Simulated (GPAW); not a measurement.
# Near-edge structure at the N K edge of TaN (Fm-3m), part 3 of 3

How does the N K edge of TaN (Fm-3m) move when the bonds are compressed or stretched?

GPAW 26.7.0; X-ray absorption from dipole matrix elements to empty bands, plane-wave PAW PBE.

So far. Step 4 (Spectrum with XCH, N atom 2): The total-energy difference is 406.66 eV. One term is added: -7.82 eV, since the hole is spin-paired here and a spin-polarised one costs that much less in the free atom (computed apart). The photon energy is then 398.84 eV. The functional leaves an error of a few eV in such absolute values. Step 6 (Spectrum with XCH, N atom 2): Against the first run the r.m.s. difference is 8 %. The highest intensity below 16 eV goes from 1.5 eV (2.41) to 1.6 eV (2.36).

## Step 8: Spectrum with XCH, N atom 2

Shorter bonds are expected to push antibonding states and scattering resonances up, and longer ones down; the cell is scaled to test that.

Changed against the first core-hole run: volume scale from 1 to 1.03.

Contents of xas.py:

```python
import numpy as np
from ase import Atoms
from ase.parallel import parprint, paropen
from gpaw import GPAW, PW, FermiDirac, Mixer, MixerDif, setup_paths
from gpaw.test import gen
setup_paths.insert(0, '.')
gen('N', name='fch1s', xcname='PBE', corehole=(1, 0, 1), write_xml=True)
from gpaw.mpi import world
world.barrier()

atoms = Atoms('Ta8N8',
    cell=[[0, 4.40115132, 4.40115132],
     [4.40115132, 0, 4.40115132],
     [4.40115132, 4.40115132, 0]],
    scaled_positions=[[0.25, 0.25, 0.25],
     [0.25, 0.25, 0.75],
     [0.25, 0.75, 0.25],
     [0.75, 0.25, 0.25],
     [0.25, 0.75, 0.75],
     [0.75, 0.25, 0.75],
     [0.75, 0.75, 0.25],
     [0.75, 0.75, 0.75],
     [0, 0, 0],
     [0, 0, 0.5],
     [0, 0.5, 0],
     [0.5, 0, 0],
     [0, 0.5, 0.5],
     [0.5, 0, 0.5],
     [0.5, 0.5, 0],
     [0.5, 0.5, 0.5]],
    pbc=True)
atoms.calc = calc = GPAW(legacy_gpaw=True, mode=PW(500), xc='PBE', setups={8: 'fch1s'},
    kpts={'size': (5, 5, 5), 'gamma': True}, occupations=FermiDirac(0.1),
    charge=-1, mixer=Mixer(0.1, 5, 50), maxiter=150,
    convergence={'density': 0.0001}, txt='scf.txt')
energy = atoms.get_potential_energy() + calc.get_reference_energy()
ef = calc.get_fermi_level()
out = dict(energy=energy, fermi=ef, forces=atoms.get_forces().tolist())
parprint(f'all-electron energy {energy:.4f} eV, Fermi level {ef:.4f} eV')
ev = np.array([[calc.get_eigenvalues(k, s) for k in range(len(calc.get_ibz_k_points()))] for s in range(calc.get_number_of_spins())])
out['homo'], out['lumo'], out['counts'] = ev[ev < ef].max(), ev[ev > ef].min(), sorted(set((ev < ef).sum((0, 2)).tolist()))
out['filled'] = (ev[:, 0] < ef).sum(1).tolist()

from ase.units import Ha
from gpaw.xas import dipole_matrix_elements
nb = int(calc.get_number_of_electrons() / 2) + 144
top, nb = nb, nb + 8 + nb // 12
nscf = calc.fixed_density(kpts={'size': (6, 6, 6), 'gamma': True}, nbands=nb,
    convergence={'bands': top, 'eigenstates': 1e-5}, maxiter=60, txt='nscf.txt')
cell = atoms.cell.array
ops = [cell.T @ U.T @ np.linalg.inv(cell.T) for U in nscf.wfs.kd.symmetry.op_scc]
E = np.arange(-6, 34, 0.1)
fwhm = np.interp(E, [4, 25], [0.9, 3.5])
Y, X, zero, highest = 0, 0, 1e9, 1e9
for spin in range(nscf.get_number_of_spins()):
    wfs = nscf.wfs
    A = dipole_matrix_elements(wfs.setups[8])
    eps = np.zeros((wfs.kd.nibzkpts, nb))
    d = np.zeros((3, A.shape[1], wfs.kd.nibzkpts, nb), complex)
    for kpt in wfs.kpt_u:
        if kpt.s == spin and 8 in kpt.P_ani:
            eps[kpt.k] = kpt.eps_n * Ha
            d[:, :, kpt.k] = (kpt.weight * wfs.nspins / 2) ** 0.5 * np.inner(A, kpt.P_ani[8])
    world.sum(eps)
    world.sum(d)
    T = np.einsum('amkn,bmkn->abkn', d, d.conj()).real
    T = sum(np.einsum('ai,ijkn,bj->abkn', R, T, R) for R in ops) / len(ops)
    empty = eps > ef
    zero, highest = min(zero, eps[empty].min()), min(highest, eps[:, top - 1].min())
    lines = [(eps, T, empty)] if spin == 0 else lines + [(eps, T, empty)]
for eps, T, empty in lines:
    f = np.einsum('aakn->akn', T).reshape(3, -1)
    x = eps.ravel() - zero
    w = np.interp(x, E, fwhm) / 2.35482
    g = np.exp(-0.5 * ((E[:, None] - x) / w) ** 2) / (w * (2 * np.pi) ** 0.5)
    Y = Y + (f * empty.ravel()) @ g.T
    X = X + (f * ~empty.ravel()) @ g.T
out.update(E=E.round(2).tolist(), xas=Y.tolist(), xes=X.tolist(), zero=zero, valid=highest - zero, nk=len(eps), nb=nb)
for i in range(0, len(E), 10):
    parprint(f'{E[i]:7.2f}', *(f'{v:10.3e}' for v in Y[:, i]))
import json
with paropen('out.json', 'w') as f:
    json.dump(out, f)
```

On the command line:

```console
$ OMP_NUM_THREADS=1 mpirun -n 2 gpaw python xas.py
```

Numbers of over 12 decimals in the logs are rounded to 6 here.

Output:

```text
Input parameters:
  charge: -1
  convergence: {density: 0.0001}
  kpts: {gamma: True,
         size: (5, 5, 5)}
  maxiter: 150
  mixer: {backend: pulay,
          beta: 0.1,
          method: separate,
          nmaxold: 5,
          weight: 50}
  mode: {ecut: 500.0,
         name: pw}
  occupations: {fixmagmom: False,
                name: fermi-dirac,
                width: 0.1}
  setups: {8: fch1s}
  xc: PBE

[...]
*p    :     0.078644
*d    :     0.000000
--------------------------------

Diagonalizing with gridspacing h=0.050

state   all-electron     PAW
-------------------------------
2s:      -1.344151    -1.345632
2p:      -0.921356    -0.925433
*d:                   -0.065555
*f:                   -0.013847
-------------------------------
all-electron energy -3404981.8519 eV, Fermi level 15.6690 eV
[...]
32.00  3.802e-05  3.802e-05  3.802e-05
  33.00  3.825e-05  3.825e-05  3.825e-05
[key lines of the parts left out:]
Converged after 23 iterations.
Dipole moment: (-0.000000, -0.000000, -0.000000) |e|*Ang
Free energy:   -168.907110
Fermi level: 15.66895
```

It took 6.2 min on 2 MPI ranks of Arm Neoverse V2, shared host; peak memory 0.62 GiB.

```
E (eV)  first run  this run
  -2.0       0.00      0.00
  -1.0       0.00      0.00
   0.0       0.53      0.56
   1.0       2.08      2.18
   2.0       1.89      1.81
   3.0       1.08      1.17
   4.0       1.26      1.23
   5.0       1.50      1.56
   6.0       2.07      2.27
   7.0       1.89      1.70
   8.0       1.52      1.40
   9.0       1.02      1.08
  10.0       1.21      1.19
  11.0       0.84      0.66
  12.0       0.47      0.43
  13.0       0.44      0.46
  14.0       0.47      0.51
  15.0       0.54      0.56
  16.0       0.47      0.40
  17.0       0.24      0.17
  18.0       0.14      0.16
  19.0       0.22      0.28
  20.0       0.36      0.40
  21.0       0.43      0.44
  22.0       0.48      0.51
  23.0       0.60      0.68
  24.0       0.77      0.85
  25.0       0.92      1.01
  26.0       1.11      1.24
  27.0       1.37      1.49
  28.0       1.53      1.51
  29.0       1.40      1.21
  30.0       1.01      0.78
  31.0       0.63      0.46
  32.0       0.39      0.33
```

The scaled spectrum changes by 8 % r.m.s. The highest intensity below 16 eV goes from 1.5 eV (2.41) to 1.4 eV (2.45).

The photon energy of the zero moves by -0.02 eV.

## Step 9: Supercell without a hole, the energy reference

The cell changes for the next run, so it gets a reference energy of its own.

The cell differs from the one that the last finished run ended in (a 6.224 → 6.284 Å, b 6.224 → 6.284 Å, c 6.224 → 6.284 Å).

Contents of scf.py:

```python
import numpy as np
from ase import Atoms
from ase.parallel import parprint, paropen
from gpaw import GPAW, PW, FermiDirac, Mixer, MixerDif, setup_paths
from gpaw.test import gen
setup_paths.insert(0, '.')
gen('N', name='nch1s', xcname='PBE', corehole=(1, 0, 0), write_xml=True)
from gpaw.mpi import world
world.barrier()

atoms = Atoms('Ta8N8',
    cell=[[0, 4.44347268, 4.44347268],
     [4.44347268, 0, 4.44347268],
     [4.44347268, 4.44347268, 0]],
    scaled_positions=[[0.25, 0.25, 0.25],
     [0.25, 0.25, 0.75],
     [0.25, 0.75, 0.25],
     [0.75, 0.25, 0.25],
     [0.25, 0.75, 0.75],
     [0.75, 0.25, 0.75],
     [0.75, 0.75, 0.25],
     [0.75, 0.75, 0.75],
     [0, 0, 0],
     [0, 0, 0.5],
     [0, 0.5, 0],
     [0.5, 0, 0],
     [0, 0.5, 0.5],
     [0.5, 0, 0.5],
     [0.5, 0.5, 0],
     [0.5, 0.5, 0.5]],
    pbc=True)
atoms.calc = calc = GPAW(legacy_gpaw=True, mode=PW(500), xc='PBE', setups={8: 'nch1s'},
    kpts={'size': (5, 5, 5), 'gamma': True}, occupations=FermiDirac(0.1),
    charge=0, mixer=Mixer(0.1, 5, 50), maxiter=150,
    convergence={'density': 0.0001}, txt='scf.txt')
energy = atoms.get_potential_energy() + calc.get_reference_energy()
ef = calc.get_fermi_level()
out = dict(energy=energy, fermi=ef, forces=atoms.get_forces().tolist())
parprint(f'all-electron energy {energy:.4f} eV, Fermi level {ef:.4f} eV')
ev = np.array([[calc.get_eigenvalues(k, s) for k in range(len(calc.get_ibz_k_points()))] for s in range(calc.get_number_of_spins())])
out['homo'], out['lumo'], out['counts'] = ev[ev < ef].max(), ev[ev > ef].min(), sorted(set((ev < ef).sum((0, 2)).tolist()))
out['filled'] = (ev[:, 0] < ef).sum(1).tolist()
import json
with paropen('out.json', 'w') as f:
    json.dump(out, f)
```

On the command line:

```console
$ OMP_NUM_THREADS=1 mpirun -n 2 gpaw python scf.py
```

Output:

```text
Input parameters:
  convergence: {density: 0.0001}
  kpts: {gamma: True,
         size: (5, 5, 5)}
  maxiter: 150
  mixer: {backend: pulay,
          beta: 0.1,
          method: separate,
          nmaxold: 5,
          weight: 50}
  mode: {ecut: 500.0,
         name: pw}
  occupations: {fixmagmom: False,
                name: fermi-dirac,
                width: 0.1}
  setups: {8: nch1s}
  xc: PBE

Initialize ...

[...]
2s(2) :    -0.682897     1.073459
*s    :     0.317103
2p(3) :    -0.260504     0.953429
*p    :     0.739496
*d    :     0.000000
--------------------------------

Diagonalizing with gridspacing h=0.050

state   all-electron     PAW
-------------------------------
2s:      -0.682897    -0.683965
2p:      -0.260504    -0.262602
*d:                    0.047814
*f:                    0.075943
-------------------------------
all-electron energy -3405388.4960 eV, Fermi level 15.0725 eV
[key lines of the parts left out:]
Converged after 22 iterations.
Dipole moment: (0.000000, 0.000000, 0.000000) |e|*Ang
Free energy:   -155.290911
Fermi level: 15.07254
```

It took 1.8 min on 2 MPI ranks; peak memory 0.38 GiB.

Reference energy: -3405388.496 eV with the cores included.

## Step 10: Spectrum with XCH, N atom 2

Shorter bonds are expected to push antibonding states and scattering resonances up, and longer ones down; the cell is scaled to test that.

Changed against the first core-hole run: volume scale from 1 to 1.06.

xas.py: that of step 8 with these lines changed.

```diff
@@ -11,5 +11,5 @@
 atoms = Atoms('Ta8N8',
-    cell=[[0, 4.40115132, 4.40115132],
-     [4.40115132, 0, 4.40115132],
-     [4.40115132, 4.40115132, 0]],
+    cell=[[0, 4.44347268, 4.44347268],
+     [4.44347268, 0, 4.44347268],
+     [4.44347268, 4.44347268, 0]],
     scaled_positions=[[0.25, 0.25, 0.25],
@@ -45,3 +45,3 @@
 from gpaw.xas import dipole_matrix_elements
-nb = int(calc.get_number_of_electrons() / 2) + 144
+nb = int(calc.get_number_of_electrons() / 2) + 147
 top, nb = nb, nb + 8 + nb // 12
```

On the command line:

```console
$ OMP_NUM_THREADS=1 mpirun -n 2 gpaw python xas.py
```

Output:

```text
Input parameters:
  charge: -1
  convergence: {density: 0.0001}
  kpts: {gamma: True,
         size: (5, 5, 5)}
  maxiter: 150
  mixer: {backend: pulay,
          beta: 0.1,
          method: separate,
          nmaxold: 5,
          weight: 50}
  mode: {ecut: 500.0,
         name: pw}
  occupations: {fixmagmom: False,
                name: fermi-dirac,
                width: 0.1}
  setups: {8: fch1s}
  xc: PBE

[...]
*p    :     0.078644
*d    :     0.000000
--------------------------------

Diagonalizing with gridspacing h=0.050

state   all-electron     PAW
-------------------------------
2s:      -1.344151    -1.345632
2p:      -0.921356    -0.925433
*d:                   -0.065555
*f:                   -0.013847
-------------------------------
all-electron energy -3404981.8894 eV, Fermi level 15.1686 eV
[...]
32.00  3.661e-05  3.661e-05  3.661e-05
  33.00  4.192e-05  4.192e-05  4.192e-05
[key lines of the parts left out:]
Converged after 23 iterations.
Dipole moment: (0.000000, 0.000000, 0.000000) |e|*Ang
Free energy:   -168.949888
Fermi level: 15.16861
```

It took 6.3 min on 2 MPI ranks; peak memory 0.63 GiB; 13 min of CPU time.

```
E (eV)  first run  this run
  -2.0       0.00      0.00
  -1.0       0.00      0.00
   0.0       0.53      0.60
   1.0       2.08      2.30
   2.0       1.89      1.71
   3.0       1.08      1.28
   4.0       1.26      1.26
   5.0       1.50      1.68
   6.0       2.07      2.31
   7.0       1.89      1.60
   8.0       1.52      1.22
   9.0       1.02      1.22
  10.0       1.21      1.04
  11.0       0.84      0.51
  12.0       0.47      0.44
  13.0       0.44      0.49
  14.0       0.47      0.56
  15.0       0.54      0.55
  16.0       0.47      0.30
  17.0       0.24      0.14
  18.0       0.14      0.20
  19.0       0.22      0.35
  20.0       0.36      0.43
  21.0       0.43      0.46
  22.0       0.48      0.57
  23.0       0.60      0.77
  24.0       0.77      0.93
  25.0       0.92      1.12
  26.0       1.11      1.38
  27.0       1.37      1.54
  28.0       1.53      1.38
  29.0       1.40      0.98
  30.0       1.01      0.58
  31.0       0.63      0.36
  32.0       0.39      0.32
```

Against the first run the r.m.s. difference is 16 %. The highest intensity below 16 eV goes from 1.5 eV (2.41) to 1.3 eV (2.49).

The photon energy of the zero moves by -0.05 eV.

## Step 11: The volumes side by side

```
volume  nearest distance (Å)  shift of the zero (eV)  maximum 1 (eV above own zero)  maximum 2 (eV above own zero)  maximum 3 (eV above own zero)  maximum 4 (eV above own zero)
  0.97                 2.157                   +0.02                            1.6                            4.0                            6.7                           10.4
     1                 2.179                   +0.00                            1.5                            3.8                            6.4                           10.0
  1.03                 2.201                   -0.02                            1.4                            3.5                            6.1                            9.7
  1.06                 2.222                   -0.05                            1.3                            3.3                            5.9                            9.3
```

The curves, each shifted by its zero's change so that they share one photon-energy axis, counted from the zero at V × 1:

```
E (eV)  V × 0.97  V × 1  V × 1.03  V × 1.06
  -2.0      0.00   0.00      0.00      0.00
  -1.0      0.00   0.00      0.00      0.00
   0.0      0.48   0.53      0.59      0.71
   1.0      1.96   2.08      2.21      2.35
   2.0      2.01   1.89      1.77      1.63
   3.0      1.03   1.08      1.17      1.31
   4.0      1.26   1.26      1.23      1.28
   5.0      1.38   1.50      1.57      1.72
   6.0      1.79   2.07      2.27      2.27
   7.0      2.09   1.89      1.69      1.60
   8.0      1.58   1.52      1.38      1.19
   9.0      1.10   1.02      1.09      1.24
  10.0      1.11   1.21      1.18      1.01
  11.0      1.03   0.84      0.65      0.50
  12.0      0.58   0.47      0.43      0.44
  13.0      0.43   0.44      0.46      0.49
  14.0      0.44   0.47      0.52      0.57
  15.0      0.49   0.54      0.56      0.54
  16.0      0.51   0.47      0.39      0.29
  17.0      0.33   0.24      0.17      0.14
  18.0      0.15   0.14      0.16      0.21
  19.0      0.17   0.22      0.29      0.35
  20.0      0.30   0.36      0.40      0.43
  21.0      0.40   0.43      0.44      0.46
  22.0      0.45   0.48      0.52      0.58
  23.0      0.53   0.60      0.68      0.78
  24.0      0.69   0.77      0.85      0.94
  25.0      0.83   0.92      1.01      1.13
  26.0      0.98   1.11      1.25      1.40
  27.0      1.22   1.37      1.49      1.54
  28.0      1.46   1.53      1.50      1.36
  29.0      1.51   1.40      1.20      0.95
  30.0      1.25   1.01      0.77      0.56
  31.0      0.85   0.63      0.46      0.35
  32.0      0.52   0.39      0.33      0.32
```

## Step 12: Summary of results

```yaml
absorber_and_edge: N K, atom 2 of the ground-state input (counted from 1)
surroundings: 6 Ta at 2.18 Å (octahedral, site symmetry m-3m)
highest_intensity_below_16_ev: 1.5 eV above the zero, height 2.41
photon_energy_of_the_zero_with_the_added_terms: 398.8 eV (raw 406.7 eV; uncertain by a few eV)
```

**Reading.** From V × 0.97 to V × 1.06 the nearest distance grows by 0.065 Å and the zero moves by -0.08 eV. Above their own zero, the maxima move from 1.6 to 1.3 eV, from 4.0 to 3.3 eV, from 6.7 to 5.9 eV and from 10.4 to 9.3 eV. The N K edge of atom 2, with 6 Ta at 2.18 Å (octahedral, site symmetry m-3m), has its highest intensity of the first 16 eV at 1.5 eV above the zero, near 400 eV in photon energy (uncertain by a few eV), 2.4 times the mean level of the first 20 eV (Gaussian full width 0.9 eV up to 4 eV, rising linearly to 3.5 eV at 25 eV). The holes are only 6.2 Å apart, so the shape is probably not converged with cell size; no larger cell was run here. The structure is a published determination, not relaxed.

[Banner, clock and machine lines of the logs are left out without a mark of their own.]

[Logs are printed without paths, hosts, clocks, repeated set-up lines and the standing remarks that a program may print on its own settings, such as how far it seeks lower states.]

[Hosts, paths, dates, database ids (printed as entryN), source tags and the programs' standing remarks are cut or masked in the printed files.]

[Lists of maxima count a maximum above −3 eV only where it reaches 4 % of the highest in the window and stands out from its surroundings by 2 % of it (1.5 % where it reaches 55 %); shoulders and weaker maxima are passed over, and of the rest the first, up to two pre-edge ones and the few strongest are named.]
